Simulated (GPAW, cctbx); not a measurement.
## ZnCd2Bi2: what bonding does to one electron reflection, worked out

ZnCd2Bi2, P-3m1 (no. 164), a = 4.5800 Å, b = 4.5800 Å, c = 7.6975 Å, α = 90.00°, β = 90.00°, γ = 120.00°.

| atom | mult. | x | y | z |
| --- | --- | --- | --- | --- |
| Bi1 | 2 | 1/3 | 2/3 | 0.1933 |
| Cd1 | 2 | 1/3 | 2/3 | 0.6012 |
| Zn1 | 1 | 0 | 0 | 0 |

The start was made by putting kin elements into a known structure type; the compound need not exist, or be stable, in this form.

A DFT run (GPAW, PBE, 450 eV, 6×6×3 k-points (along the axes of the calculation cell), Fermi–Dirac width 0.1 eV) gives the static X-ray structure factor of 002 as 62.935 e for the conventional cell; superposed free atoms give 62.724 e. **Problem.** Find the Fourier component V of the crystal potential and the two-beam extinction distance at 80 kV in both cases, then the holographic phase shift per nanometre.

**1. Geometry**

The cell volume is Ω = 139.84 Å³ and d(002) = 3.8488 Å, so g = 1/d = 0.2598 Å⁻¹.

**2. The nuclei**

Electrons feel nuclei as well as electrons, so the nuclear charges are summed with the same phases.

Phase sums Σ exp(2πi h·x), turned so that the total is real and positive: Bi +1.514, Cd -0.590, Zn -1.000. Then F_Z = 83 × (+1.514) + 48 × (-0.590) + 30 × (-1.000) = 67.33 e. The electron term has the same sign for this reflection.

**3. Mott–Bethe**

Poisson's equation, term by term, gives V = (e/4πε₀)(F_Z − F)/(πΩg²), with e/4πε₀ = 14.3996 V Å.

The prefactor is 14.3996 × 3.8488²/(π × 139.84) = 0.48555 V per electron. Free atoms: (67.33 − 62.724) × 0.48555 = 2.236 V. Crystal: (67.33 − 62.935) × 0.48555 = 2.134 V. F changes by +0.34 % and V by -4.6 %: the same 0.21 e is measured against F_Z − F = 4.6 e in place of F = 62.7 e.

**4. Extinction distance**

In the two-beam case ξ = 1/(λU) with U = 2γm₀eV/h², that is ξ = 150.41 V Å²/(γλV).

At 80 kV, λ = 0.04176 Å and γ = 1.1566. Free atoms: ξ = 1393 Å. Crystal: ξ = 1460 Å. The thickness fringes go as sin²(πt/ξ), so the two patterns slip by a quarter of a period when t|1/ξ₁ − 1/ξ₀| = 1/4, at t ≈ 760 nm. Thermal motion, absorption and many-beam coupling, left out here, change a real pattern.

**5. Phase shift**

A slab run (normal [001], unrelaxed) gives a mean inner potential of 16.92 V; free atoms give 17.28 V. The phase shift is φ = C_E V₀ t, with C_E = (2π/λE)(E + m₀c²)/(E + 2m₀c²).

C_E = 10.087 × 10⁻³ rad/(V nm). The shift is 0.1706 rad/nm in the crystal and 0.1743 rad/nm for free atoms. A sample 50 nm thick gives φ = 8.53 rad; read with the free-atom value it would seem 48.9 nm thick.

**6. Answer**

V(002) is 2.13 V against 2.24 V, and ξ is 1460 against 1393 Å. The phase shift is 0.171 rad/nm, and free atoms would misjudge a thickness by -2 %. Limits: static atoms, two beams.
